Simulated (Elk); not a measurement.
# Optical conductivity and Kerr rotation of Fe3Ge, part 2 of 2

Wanted: σ_xx, σ_xy and the Kerr angle of Fe3Ge with spin–orbit coupling.

Elk 11.2.3 (patched build); PBEsol; all-electron APW+lo, Dirac cores, scalar-relativistic bands with second-variational spin-orbit coupling.

So far. Step 2 (Ground state with spin–orbit coupling): After 22 cycles the largest moment stands at 2.21 μB.

**5. Optics with a broadening of 0.11 eV**

The broadening stands for the lifetime of the excited states; it lowers and widens the peaks.

The input, elk.in:

```
tasks
  121
  122

xctype
  22

rgkmax
  7.0

nempty
  14

swidth
  0.004

reducebf
  0.5

epsengy
  1e-05

maxscl
  100

lmaxi
  3

spinpol
  .true.

spinorb
  .true.

cmagz
  .true.

intraband
  .false.

sppath
  './'

avec
  6.91734346185 0.00000000000 0.00000000000
  0.00000000000 6.91734346185 0.00000000000
  0.00000000000 0.00000000000 6.91734346185

atoms
  2
  'Fe.in'
  3
  0.0000000000 0.5000000000 0.5000000000   0.000000 0.000000 -0.000084
  0.5000000000 0.5000000000 0.0000000000   0.000000 0.000000 -0.000084
  0.5000000000 0.0000000000 0.5000000000   0.000000 0.000000 -0.000084
  'Ge.in'
  1
  0.0000000000 0.0000000000 0.0000000000   0.000000 0.000000 0.000000

ngridk
  11 11 11

wplot
  240 100 0
  0.00000 0.30000

optcomp
  1 1
  1 2
  3 3
```

Run with:

```sh
$ OMP_NUM_THREADS=4 elk
```

Numbers of over 12 decimals in the logs are rounded to 6 here.

The program printed:

```text
┌─────────────────────────────────┐
│ Elk code version 11.2.3 started │
└─────────────────────────────────┘

Info(readinput): the functional depends on the density's gradient
 muffin-tin radial points multiplied by    2.00000
 (not where nrmtscf is given)

┌────────────────────┐
│ Current task : 121 │
└────────────────────┘

Info(dielectric):
 dielectric tensor written to EPSILON_ij.OUT
 optical conductivity written to SIGMA_ij.OUT
 for components
  i = 1, j = 1
  i = 1, j = 2
  i = 3, j = 3

┌────────────────────┐
│ Current task : 122 │
└────────────────────┘

Warning(chksvso): spin-orbit splittings by the second variation are low [figures from our tests cut]: local-orbitals by j (lorbdm 7 and 8, zora) mend levels alone

Info(dielectric):
 dielectric tensor written to EPSILON_ij.OUT
 optical conductivity written to SIGMA_ij.OUT
 for components
  i = 1, j = 1
  i = 1, j = 2

Info(moke):
 complex Kerr angle in degrees written to KERR.OUT

┌──────────────────┐
│ Elk code stopped │
└──────────────────┘
```

It took 1.7 min on 4 threads of Arm Neoverse V1, shared host; peak memory 0.04 GiB; 6.7 min of CPU time.

Intraband term left out, so in a metal the low energies lack the Drude part. Polar Kerr angle against photon energy; values in degrees:

| photon energy (eV) | rotation | ellipticity |
| --- | --- | --- |
| 0.0 | 0 | 0 |
| 0.2 | 0.418 | -0.0515 |
| 0.4 | 0.461 | -0.00850 |
| 0.6 | 0.426 | 0.107 |
| 0.8 | 0.422 | 0.0892 |
| 1.0 | 0.368 | 0.100 |
| 1.2 | 0.352 | 0.168 |
| 1.4 | 0.286 | 0.103 |
| 1.6 | 0.279 | 0.0611 |
| 1.8 | 0.417 | 0.0581 |
| 2.0 | 0.368 | 0.120 |
| 2.2 | 0.396 | 0.0427 |
| 2.4 | 0.484 | 0.155 |
| 2.6 | 0.441 | 0.267 |
| 2.8 | 0.387 | 0.271 |
| 3.0 | 0.256 | 0.263 |
| 3.2 | 0.476 | 0.254 |
| 3.4 | 0.289 | 0.439 |
| 3.6 | 0.227 | 0.358 |
| 3.8 | 0.215 | 0.366 |
| 4.0 | 0.146 | 0.417 |
| 4.2 | 0.116 | 0.267 |
| 4.4 | 0.164 | 0.265 |
| 4.6 | 0.124 | 0.472 |
| 4.8 | -0.00637 | 0.309 |
| 5.0 | 0.0752 | 0.398 |
| 5.2 | -0.0580 | 0.244 |
| 5.4 | 0.0592 | 0.361 |
| 5.6 | -0.0736 | 0.213 |
| 5.8 | -0.0677 | 0.298 |
| 6.0 | -0.0917 | 0.175 |
| 6.2 | -0.0893 | 0.166 |
| 6.4 | -0.0403 | 0.191 |
| 6.6 | -0.147 | 0.109 |
| 6.8 | -0.0424 | 0.0875 |
| 7.0 | -0.107 | -6.2e-4 |
| 7.2 | -0.00543 | 0.0695 |
| 7.4 | -0.00531 | -0.00705 |
| 7.6 | 0.149 | 0.0603 |
| 7.8 | -0.00238 | 0.203 |
| 8.0 | -0.0577 | 0.0871 |

**6. Another try**

An input with a fault is tried, to see how the program answers.

The input, elk.in:

```
tasks
  0

xctype
  22

rgkmax
  7.0

nempty
  14

swidth
  0.005

reducebf
  0.5

epsengy
  1e-05

maxscl
  75

lmaxi
  3

spinpol
  .true.

spinorb
  .true.

cmagz
  .true.

sppath
  './'

avec
  6.91734346185 0.00000000000 0.00000000000
  0.00000000000 6.91734346185 0.00000000000
  0.00000000000 0.00000000000 6.91734346185

atoms
  2
  'Fe.in'
  3
  0.0000000000 0.5000000000 0.5000000000   0.000000 0.000000 -0.084000
  0.5000000000 0.5000000000 0.0000000000   0.000000 0.000000 -0.084000
  0.5000000000 0.0000000000 0.5000000000   0.000000 0.000000 -0.084000
  'Ge.in'
  1
  0.0000000000 0.0000000000 0.0000000000   0.000000 0.000000 0.000000

ngridk
  1 1 1
```

Run with:

```sh
$ OMP_NUM_THREADS=4 elk
```

The program printed:

```text
Warning(chksvso): spin-orbit splittings by the second variation are low [figures from our tests cut]: local-orbitals by j (lorbdm 7 and 8, zora) mend levels alone
Warning(gndstate): core states of species 2 leak from the muffin-tin :   0.3529688947E-03

--- INFO.OUT ---
┌─────────────────────────┐
│ Elk code version 11.2.3 │
└─────────────────────────┘

All units are atomic (Hartree, Bohr, etc.)

┌─────────────────────────────────────────────────┐
│ Ground-state run starting from atomic densities │
└─────────────────────────────────────────────────┘

Lattice vectors :
   6.917343462       0.000000000       0.000000000
   0.000000000       6.917343462       0.000000000
   0.000000000       0.000000000       6.917343462

Species : 1 (Fe)
 parameters loaded from : Fe.in
 name : iron
 nuclear charge    :   -26.00000000
 electronic charge :    26.00000000
 atomic mass :    101799.2075
 muffin-tin radius :    2.400000000
 number of radial points in muffin-tin :    993
 inner part over the whole radius :   0.9896234358E-02
 number on inner part of muffin-tin    :    700
 approximate nuclear radius :   0.7160107270E-04
 number of mesh points to nuclear radius :    332
 atomic positions (lattice), magnetic fields (Cartesian) :
  1 :   0.00000000  0.50000000  0.50000000    0.00000000  0.00000000 -0.08400000
  2 :   0.50000000  0.50000000  0.00000000    0.00000000  0.00000000 -0.08400000
  3 :   0.50000000  0.00000000  0.50000000    0.00000000  0.00000000 -0.08400000

Species : 2 (Ge)
 parameters loaded from : Ge.in
 name : germanium
 nuclear charge    :   -32.00000000
 electronic charge :    32.00000000
 atomic mass :    132414.6196
 muffin-tin radius :    2.400000000
 number of radial points in muffin-tin :    993
 inner part over the whole radius :   0.9906635991E-02
 number on inner part of muffin-tin    :    702
 approximate nuclear radius :   0.7637961215E-04
 number of mesh points to nuclear radius :    340
 atomic positions (lattice), magnetic fields (Cartesian) :
  1 :   0.00000000  0.00000000  0.00000000    0.00000000  0.00000000  0.00000000

Total number of atoms per unit cell :    4
Total muffin-tin volume :    231.6233432
 ratio of muffin-tin to unit cell volume :   0.6997844794

Spin treatment :
 spin-polarised
 spin-orbit coupling
 global magnetic field (Cartesian) :    0.000000000       0.000000000       0.000000000
 collinear magnetisation in z-direction

Number of Bravais lattice symmetries :   48
Number of crystal symmetries         :    8
Crystal has inversion symmetry
Real symmetric eigensolver will be used

k-point grid :      1     1     1
k-point offset :    0.000000000       0.000000000       0.000000000
k-point set is reduced with full crystal symmetry group
Total number of k-points :        1

Muffin-tin radius times maximum |G+k| :    7.000000000
 using average radius
Maximum |G+k| for APW functions       :    2.916666667
Maximum (1/2)|G+k|²                   :    4.253472222
Maximum |G| for potential and density :    12.00000000
Constant for pseudocharge density :    7
 order of it for each species :   14  14
 order of it for pair densities of each species (exact exchange by exxq0 0: 14) :   10  10
Radial integration step length :    1

G-vector grid sizes :     27    27    27
Number of G-vectors :     9771

Maximum angular momentum used for
 APW functions            :    8
 outer part of muffin-tin :    6
 inner part of muffin-tin :    3

Number of empty states         :     56
Total number of valence states :    176
Total number of core states    :     48

Third-order local-orbitals added for an l without core states : T
Total number of local-orbitals :     89

Exchange-correlation functional :     22     0     0
 PBEsol, Phys. Rev. Lett. 100, 136406 (2008)
 gradient requirement :    1
 generalised gradient approximation (GGA)

Smearing type :    3
 Fermi-Dirac
Smearing width :   0.5000000000E-02
Effective electronic temperature (K) :    1578.875124

Mixing type :    3
 Broyden mixing, J. Phys. A: Math. Gen. 17, L317 (1984)

Kohn-Sham potential initialised from atomic data

┌──────────────────────────────┐
│ Self-consistent loop started │
└──────────────────────────────┘

[... earlier loops left out ...]

┌──────────────────┐
│ Loop number : 20 │
└──────────────────┘

Energies :
 Fermi                       :     0.321571
 sum of occupied eigenvalues :     -3409.6097377095
 electron kinetic            :      6007.8809350825
 core electron kinetic       :      5429.1169781744
 Coulomb                     :     -11677.500339233
 Coulomb potential           :     -9099.4763103874
 nuclear-nuclear             :     -1006.8956959568
 electron-nuclear            :     -12278.895583997
 Hartree                     :      1608.2909407208
 Madelung                    :     -7127.7621840393
 xc potential                :     -317.42174381807
 xc effective B-field        :    -0.592618
 external B-field            :      0.000000
 exchange                    :     -236.77007598875
 correlation                 :     -5.916840
 electron entropic           :    -0.10174391444185E-01
 total energy                :     -5912.3164948965
 (external B-field energy excluded from total)

Density of states at Fermi energy :    135.5745110
 (states/Hartree/unit cell)

Estimated indirect band gap :   0.3114062585E-01
 from k-point 1 to k-point 1
Estimated direct band gap   :   0.3114062585E-01
 at k-point 1

Charges :
 core                        :    48.00000000
 valence                     :    62.00000000
 interstitial                :    3.784246818
 muffin-tins (core leakage)
  species : 1 (Fe)
   atom 1                    :    25.09976178     ( -0.2258119132E-06)
   atom 2                    :    25.09990384     ( -0.2258116538E-06)
   atom 3                    :    25.09976178     ( -0.2258119132E-06)
  species : 2 (Ge)
   atom 1                    :    30.91632578     (  0.3529688947E-03)
 total in muffin-tins        :    106.2157532
 total calculated charge     :    109.9991733
 total charge                :    110.0000000
 error                       :   0.8267229173E-03

Moments :
 interstitial                :   0.1697551268
 muffin-tins
  species : 1 (Fe)
   atom 1                    :    3.166417028
   atom 2                    :    3.166091480
   atom 3                    :    3.166417028
  species : 2 (Ge)
   atom 1                    :   0.2910615233
 total in muffin-tins        :    9.789987058
 total moment                :    9.959742185

┌──────────────────────────────┐
│ Self-consistent loop stopped │
└──────────────────────────────┘

Warning : core states of species 2 leak from the muffin-tin :   0.3529688947E-03

Wrote STATE.OUT
```

Elapsed: 12 s, on 4 threads; peak memory 0.34 GiB.

The run converged, but its input is faulty, so its numbers are not to be trusted.

The fault in the input: one k-point for a small cell.

The largest moment is 3.17 μB against 2.21 μB in the first run, and the free energy lies +5.17 eV from it.

A single point can't sample the zone of a small cell; the mesh must follow the cell's size.

**7. The strongest peak**

The largest local extreme of the rotation above 1.5 eV, for majority spin along +z:

| broadening (eV) | energy (eV) | rotation (°) | ellipticity (°) | rotation at 1.96 eV (°) |
| --- | --- | --- | --- | --- |
| 0.20 | 2.42 | 0.440 | 0.156 | 0.374 |
| 0.11 | 3.23 | 0.485 | 0.309 | 0.377 |

**8. Outcome**

```yaml
net_spin_moment: 6.42 μB a cell
strongest_peak_above_1p5_ev: 0.44° at 2.4 eV
rotation_at_1p96_ev: 0.37°
```

In words: Above 1.5 eV the rotation peaks at 2.42 eV, with 0.44° for majority spin along +z at a broadening of 0.20 eV. The run's majority spin points along +z; the magnetisation points the other way, and the angle changes sign with it. The intraband (Drude) term is left out, which matters in a metal: most under about 1.5 eV, and higher wherever the diagonal response is small. Which peak is strongest changes with the broadening. These are independent-particle spectra on a 11×11×11 mesh, not shown converged.

[Logs and program files are shortened in this print: banners, set-up blocks, solver, clock and traceback lines can be left out without a mark of their own.]

[Logs are printed without paths, hosts, clocks, repeated set-up lines and the standing remarks that a program may print on its own settings, such as how far it seeks lower states.]

[Hosts, paths, dates, database ids (printed as entryN), source tags and the programs' standing remarks are cut or masked in the printed files.]

[Where a cell is said to come from a database of computed structures, the database is the Materials Project.]
